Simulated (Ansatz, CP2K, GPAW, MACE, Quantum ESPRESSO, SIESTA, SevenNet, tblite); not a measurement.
# Quantum ESPRESSO on random rock-salt alloy of CaS and PbS (64 atoms): settings compared

How far do other settings of Quantum ESPRESSO move the forces in random rock-salt alloy of CaS and PbS (64 atoms)? One run of the same program serves as the yardstick.

Main program and level: Quantum ESPRESSO 7.5; the method is named at each step.

## 1. Starting point

The cell holds 64 atoms: 20 Pb, 32 S and 12 Ca. Cell: a = 11.688 Å, b = 11.688 Å, c = 11.688 Å, α = 90.0°, β = 90.0°, γ = 90.0°. It derives from CaS (rock-salt), repeated 2×2×2. Rock-salt CaS, 2 x 2 x 2 conventional cells, 20 of 32 Ca sites given to Pb at random (x = 0.625), lattice by Vegard's rule (a = 5.844 Å); not relaxed, displaced by a Gaussian of 0.02 Å. Then every atom was moved at random, 0.05 Å r.m.s. a Cartesian component.

The yardstick, on the same geometry:

| Quantity | Value |
| --- | --- |
| method | Kohn-Sham DFT, PBE, SSSP efficiency 1.3.0 pseudopotentials, plane waves (Quantum ESPRESSO 7.5); sssp-pbe-1.3.0-efficiency, cutoffs 45/360 Ry, Γ point |
| r.m.s. force component | 0.3359 eV/Å |
| longest force | 1.231 eV/Å |
| pressure | 3.294 GPa |
| gap (highest filled to lowest empty level) | 1.077 eV |
| time | 7.7 min on 4 MPI ranks of Arm Neoverse V2, shared host |
| CPU time | 31 min |

## 2. PBE, sssp-1.3.0-efficiency, 20/160 Ry

Method: Kohn-Sham DFT, PBE, SSSP efficiency 1.3.0 pseudopotentials, plane waves.

File pw.in:

```
&control
  calculation = 'scf'
  pseudo_dir = './pseudo'
  outdir = './tmp'
  disk_io = 'none'
  tprnfor = .true.
  tstress = .true.
/
&system
  ibrav = 0
  nat = 64
  ntyp = 3
  ecutwfc = 20
  ecutrho = 160
  nosym = .true.
  occupations = 'smearing'
  smearing = 'fd'
  degauss = 0.003675
/
&electrons
  conv_thr = 3.2e-07
  electron_maxstep = 100
  mixing_beta = 0.2
  mixing_mode = 'local-TF'
  diagonalization = 'david'
/
ATOMIC_SPECIES
Pb 207.200 Pb.upf
S 32.060 S.upf
Ca 40.078 Ca.upf
CELL_PARAMETERS angstrom
11.68760 0.00000 0.00000
0.00000 11.68760 0.00000
0.00000 0.00000 11.68760
ATOMIC_POSITIONS crystal
Pb 0.00504 0.00371 0.99926
S 0.25288 0.00220 0.99690
Pb 0.99703 0.24314 0.24728
S 0.25188 0.24886 0.23901
Ca 0.24507 0.99367 0.25802
S 0.99805 0.00135 0.24634
Ca 0.24873 0.25180 0.99773
S 0.00453 0.24993 0.99982
Pb 0.00132 0.00415 0.49713
S 0.24683 0.99399 0.50178
Ca 0.99703 0.24397 0.75620
S 0.24870 0.25139 0.74786
Ca 0.25547 0.00544 0.74811
S 0.99994 0.99805 0.74686
Pb 0.25203 0.25158 0.49870
S 0.00211 0.25132 0.49634
Pb 0.00237 0.49869 0.99654
S 0.25084 0.49894 0.99057
Pb 0.99886 0.74858 0.25365
S 0.24912 0.74558 0.24631
Ca 0.24896 0.50098 0.25314
S 0.00589 0.50212 0.25100
Pb 0.25109 0.75323 0.99822
S 0.99632 0.75113 0.99879
Pb 0.99461 0.50405 0.49339
S 0.24999 0.49509 0.49810
Pb 0.99215 0.74866 0.75072
S 0.24452 0.75721 0.75837
Pb 0.25359 0.49061 0.75218
S 0.99442 0.49671 0.74862
Ca 0.25816 0.75667 0.50085
S 0.00320 0.74490 0.49783
Ca 0.50713 0.00163 0.00257
S 0.74509 0.99662 0.99912
Pb 0.49910 0.24427 0.25064
S 0.74181 0.25076 0.24184
Pb 0.74593 0.00333 0.25458
S 0.49733 0.00403 0.24374
Pb 0.74337 0.25758 0.99884
S 0.49694 0.25294 0.99867
Ca 0.50318 0.99926 0.49938
S 0.74889 0.99418 0.49538
Pb 0.49715 0.24687 0.75172
S 0.75512 0.25108 0.74752
Pb 0.74944 0.00175 0.75416
S 0.49988 0.99473 0.75407
Ca 0.74552 0.25361 0.49612
S 0.50018 0.25020 0.50347
Ca 0.49802 0.50542 0.99799
S 0.75275 0.50625 0.99567
Pb 0.50669 0.75004 0.24939
S 0.75561 0.75008 0.25589
Pb 0.74517 0.50244 0.24504
S 0.49194 0.49809 0.25465
Ca 0.75565 0.74669 0.99672
S 0.49581 0.76124 0.00104
[... 4 atom lines left out ...]
Pb 0.75046 0.50049 0.74632
S 0.50771 0.50495 0.73869
Pb 0.74694 0.75522 0.49583
S 0.49563 0.75175 0.50511
K_POINTS gamma
```

Launch:

```console
$ OMP_NUM_THREADS=1 mpirun -np 2 pw.x -in pw.in > output.txt
```

Log:

```text
Program PWSCF
     gamma-point specific algorithms are used
     Parallelization info
     sticks:   dense  smooth     PW     G-vecs:    dense   smooth      PW
     Min        3110    1561    387               184290    65095    8137
     Max        3111    1564    390               184299    65100    8142
     Sum        6221    3125    777               368589   130195   16279
     bravais-lattice index     =            0
     lattice parameter (alat)  =      22.0864  a.u.
     unit-cell volume          =   10773.8921 (a.u.)^3
     number of atoms/cell      =           64
     number of atomic types    =            3
     number of electrons       =       592.00
     number of Kohn-Sham states=          355
     kinetic-energy cutoff     =      20.0000  Ry
     charge density cutoff     =     160.0000  Ry
     scf convergence threshold =      3.2E-07
     mixing beta               =       0.2000
     number of iterations used =            8  local-TF  mixing
     Exchange-correlation= SLA  PW   PBE  PBE
                           (   1   4   3   4   0   0   0)
     crystal axes: (cart. coord. in units of alat)
               a(1) = (   1.000000   0.000000   0.000000 )
               a(2) = (   0.000000   1.000000   0.000000 )
               a(3) = (   0.000000   0.000000   1.000000 )
     reciprocal axes: (cart. coord. in units 2 pi/alat)
               b(1) = (  1.000000  0.000000  0.000000 )
               b(2) = (  0.000000  1.000000  0.000000 )
               b(3) = (  0.000000  0.000000  1.000000 )
     PseudoPot. # 1 for Pb:
     Pseudo is Projector augmented-wave + core cor, Zval = 14.0
     PseudoPot. # 2 for S :
     Pseudo is Ultrasoft + core correction, Zval =  6.0
     PseudoPot. # 3 for Ca:
     Pseudo is Ultrasoft + core correction, Zval = 10.0
     atomic species   valence    mass     pseudopotential
     Pb               14.00   207.20000     Pb( 1.00)
     S                 6.00    32.06000     S ( 1.00)
     Ca               10.00    40.07800     Ca( 1.00)
     No symmetry found
   Cartesian axes
     number of k points=     1  Fermi-Dirac smearing, width (Ry)=  0.0037
                       cart. coord. in units 2pi/alat
        k(    1) = (   0.0000000   0.0000000   0.0000000), wk =   2.0000000
     Dense  grid:   184295 G-vectors     FFT dimensions: (  90,  90,  90)
     Smooth grid:    65098 G-vectors     FFT dimensions: (  64,  64,  64)
     Check: negative core charge=   -0.000002
     Initial potential from superposition of free atoms
     starting charge     591.8863, renormalised to     592.0000
     Starting wfcs are  428 randomized atomic wfcs
     Self-consistent Calculation
     iteration #  1     ecut=    20.00 Ry     beta= 0.20
     Threshold (ethr) on eigenvalues was too large:
     Diagonalizing with lowered threshold
     total energy              =  -19085.41735849 Ry
     estimated scf accuracy    <       4.95139928 Ry
     iteration #  2     ecut=    20.00 Ry     beta= 0.20
     negative rho (up, down):  7.915E-03 0.000E+00
     total energy              =  -19084.00754051 Ry
     estimated scf accuracy    <       3.71311033 Ry
     iteration #  3     ecut=    20.00 Ry     beta= 0.20
     negative rho (up, down):  4.258E-03 0.000E+00
     total energy              =  -19084.57330262 Ry
     estimated scf accuracy    <       0.37893308 Ry
     iteration #  4     ecut=    20.00 Ry     beta= 0.20
     negative rho (up, down):  3.909E-04 0.000E+00
     total energy              =  -19084.48718968 Ry
     estimated scf accuracy    <       0.23863996 Ry
     iteration #  5     ecut=    20.00 Ry     beta= 0.20
     negative rho (up, down):  9.903E-04 0.000E+00
     total energy              =  -19084.54476242 Ry
     estimated scf accuracy    <       0.08831207 Ry
     iteration #  6     ecut=    20.00 Ry     beta= 0.20
     c_bands:  4 eigenvalues not converged
     negative rho (up, down):  1.217E-04 0.000E+00
     total energy              =  -19084.52895685 Ry
     estimated scf accuracy    <       0.04643458 Ry
[...]
c_bands:  1 eigenvalues not converged
     negative rho (up, down):  9.312E-05 0.000E+00
[...]
total energy              =  -19084.53509462 Ry
[...]
iteration # 17     ecut=    20.00 Ry     beta= 0.20
[...]
total energy              =  -19084.53509567 Ry
     estimated scf accuracy    <       0.00000052 Ry
     iteration # 18     ecut=    20.00 Ry     beta= 0.20
[...]
total energy              =  -19084.53509585 Ry
     estimated scf accuracy    <       0.00000034 Ry
     iteration # 19     ecut=    20.00 Ry     beta= 0.20
     negative rho (up, down):  7.980E-05 0.000E+00
     End of self-consistent calculation
          k = 0.0000 0.0000 0.0000 (  8140 PWs)   bands (ev):
   -32.8229 -32.7737 -32.7049 -32.4871 -32.4725 -32.3884 -32.3554 -32.3539
   -32.3463 -32.2979 -32.2405 -32.2300 -13.8161 -13.8122 -13.7963 -13.7823
   -13.7697 -13.7584 -13.7063 -13.6957 -13.6847 -13.4928 -13.4882 -13.4874
   -13.4806 -13.4795 -13.4737 -13.4162 -13.4141 -13.3869 -13.3832 -13.3759
   -13.3696 -13.3670 -13.3587 -13.3577 -13.3574 -13.3438 -13.3420 -13.3144
   -13.3046 -13.3002 -13.2610 -13.2595 -13.2540 -13.2518 -13.2463 -13.2349
[...]
11.4283  11.4557  11.5121  11.5221  11.5466  11.5740  11.6085  11.6444
    11.6887  11.7059  11.7698  11.7798  11.8082  11.8151  11.8572  11.8775
    11.9104  11.9188  11.9373  11.9615  11.9955  12.0267  12.0318  12.0496
    12.0722  12.0918  12.1038
     the Fermi energy is     8.6493 ev
!    total energy              =  -19084.53509587 Ry
     estimated scf accuracy    <       0.00000030 Ry
     smearing contrib. (-TS)   =      -0.00000553 Ry
     internal energy E=F+TS    =  -19084.53509034 Ry
     The total energy is F=E-TS. E is the sum of the following terms:
     one-electron contribution =   -1054.79268300 Ry
     hartree contribution      =     875.79382991 Ry
     xc contribution           =   -1298.48206512 Ry
     ewald contribution        =   -3041.44206147 Ry
     one-center paw contrib.   =  -14565.61211066 Ry
     convergence has been achieved in  19 iterations
     negative rho (up, down):  7.980E-05 0.000E+00
     Forces acting on atoms (cartesian axes, Ry/au):
     atom    1 type  1   force =    -0.00518382   -0.01170700   -0.00343775
     atom    2 type  2   force =     0.01185800    0.02104050    0.00517615
     atom    3 type  1   force =     0.00599671    0.01346931    0.00718503
     atom    4 type  2   force =    -0.00993973   -0.00120381   -0.00794479
     atom    5 type  3   force =     0.00441927    0.00847850   -0.01941269
     atom    6 type  2   force =     0.01316797   -0.00714260    0.00566001
[...]
atom   62 type  2   force =    -0.01825704    0.01452783    0.04646505
     atom   63 type  1   force =     0.01308454   -0.02126908    0.01558329
     atom   64 type  2   force =    -0.00636810    0.02407407    0.00881766
     Total force =     0.202617     Total SCF correction =     0.000880
     Computing stress (Cartesian axis) and pressure
     negative rho (up, down):  7.980E-05 0.000E+00
          total   stress  (Ry/bohr**3)                   (kbar)     P=      -62.86
  -0.00049738  -0.00000040  -0.00000032          -73.17       -0.06       -0.05
  -0.00000040  -0.00040472   0.00000118           -0.06      -59.54        0.17
  -0.00000032   0.00000118  -0.00037974           -0.05        0.17      -55.86
     Message from routine punch:
     Nothing written, as per user request (disk_io='none')
```

Run time: 2.9 min. Hardware: 2 MPI ranks of Arm Neoverse V2, shared host; peak memory 1.1 GiB; 5.9 min of CPU time.

Banners, paths, timers and routine set-up lines are dropped from the logs unmarked, and long logs keep their key lines alone; longer cuts are marked.

Against the reference:

```yaml
r_m_s_force_component: 0.376 eV/Å
r_m_s_difference_of_force_components: 48.52 meV/Å
longest_difference_of_force_vectors: 165.4 meV/Å
force_difference_over_r_m_s_force: 14.45 %
slope_of_forces_against_the_reference_s: 1.116
correlation_of_force_components: 0.997
spacing_of_highest_filled_and_lowest_empty_level: 1.078 eV
gap_difference: 0.001 eV
pressure: -6.286 GPa
pressure_difference: -9.58 GPa
energy_less_the_same_level_run_s: 358.6 meV/atom
r_m_s_force_difference_from_the_same_level_run: 48.52 meV/Å
```

This is a coarse setting, run to see what it loses.

Length of the force difference by element (eV/Å):

```tsv
element	atoms	mean	most
Ca	12	0.0045	0.0068
Pb	20	0.041	0.087
S	32	0.11	0.17
```

Levels nearest the highest filled one (eV from it): -1.02, -0.93, -0.90, -0.83, -0.80, -0.74, -0.64, -0.53, -0.42, -0.18, -0.09, 0.00, 1.08, 1.09, 1.21, 1.26, 1.78, 1.82, 1.85, 1.88, 1.97, 2.06, 2.16, 2.19.

The surroundings of Pb23, picked at random, nearest first, numbered as they follow in the input and with coordinates relative to it.

```tsv
atom	x	y	z	distance (Å)	bonds	Fx	Fy	Fz (eV/Å)
Pb23	0.00	0.00	0.00	0.00	6	-0.32	0.05	0.06
S28	-0.08	0.05	-2.80	2.80	6	0.73	0.16	-1.16
S56	2.86	0.09	0.03	2.86	6	0.89	-0.60	-0.36
S20	-0.02	-0.09	2.90	2.90	6	0.24	0.17	0.89
S2	0.02	2.91	-0.02	2.91	6	0.30	0.54	0.13
S18	0.00	-2.97	-0.09	2.97	6	0.53	-0.49	0.95
S24	-2.98	-0.02	0.01	2.98	6	-0.57	-0.08	0.17
Ca49	2.89	-2.90	0.00	4.09	6	0.05	-0.09	0.04
Pb1	-2.88	2.93	0.01	4.10	6	-0.13	-0.30	-0.09
```

Forces lie 14 % from the reference's, at 0.19 times its CPU time (on 2 against 4 cores).

The difference per atom is largest on S (0.11 eV/Å on average, against 0.041 on Pb).

Within one program, basis, potentials and functional, energies share a zero. Each run against its twin at the usual cutoff or grid and solver:

```tsv
run	twin	Δ energy (meV/atom)	Δ force, r.m.s. (meV/Å)	CPU time over the twin's
QE PBE, sssp-1.3.0-efficiency, 20/160 Ry	sssp-1.3.0-efficiency, 45/360 Ry	359	48.5	0.19 (this twin ran on 4 cores)
```

## 3. Results

```json
{
 "force difference from the reference": "QE PBE, sssp-1.3.0-efficiency, 20/160 Ry (coarse), 14 %",
 "its CPU time": "5.9 min"
}
```

**Reading.** Runs with settings chosen to be coarse differ by 14 % (QE PBE, sssp-1.3.0-efficiency, 20/160 Ry). One electronic-structure run takes under half the reference's CPU time: QE PBE, sssp-1.3.0-efficiency, 20/160 Ry, at 14 % in 5.9 min against 31 min; its pressure misses by -9.6 GPa. QE PBE, sssp-1.3.0-efficiency, 20/160 Ry stiffens the forces by a factor of 1.12 while following their directions (correlation 0.997); the difference isn't even, but is largest on one element. PBE gaps agree with the reference's 1.08 eV within 0.002 eV. These are spacings on the run's k-points, which needn't hold the band edges. In pressure, QE PBE, sssp-1.3.0-efficiency, 20/160 Ry misses by -9.6 GPa, at the same functional; a cutoff this low leaves a large Pulay stress. The reference's pressure holds the uncorrected Pulay stress of its 45 Ry basis, so small pressure differences, and their order, may be the reference's own error. The host structure and its lattice constant were typed by rule, without a check against the phase diagram. The reference's pressure of 3.3 GPa belongs to a cell and atoms that aren't relaxed at this level. The electronic-structure runs sample only Γ, in a cell whose shortest periodic width is 12 Å. Spin–orbit coupling is left out, which matters for the levels of the heavy elements.

[Also dropped from logs without a mark: logging warnings of Python, and SIESTA's first energy breakdown and zero terms.]

[Logs are printed without paths, hosts, clocks, repeated set-up lines and the standing remarks that a program may print on its own settings, such as how far it seeks lower states.]

[Hosts, paths, dates, database ids (printed as entryN), source tags and the programs' standing remarks are cut or masked in the printed files.]
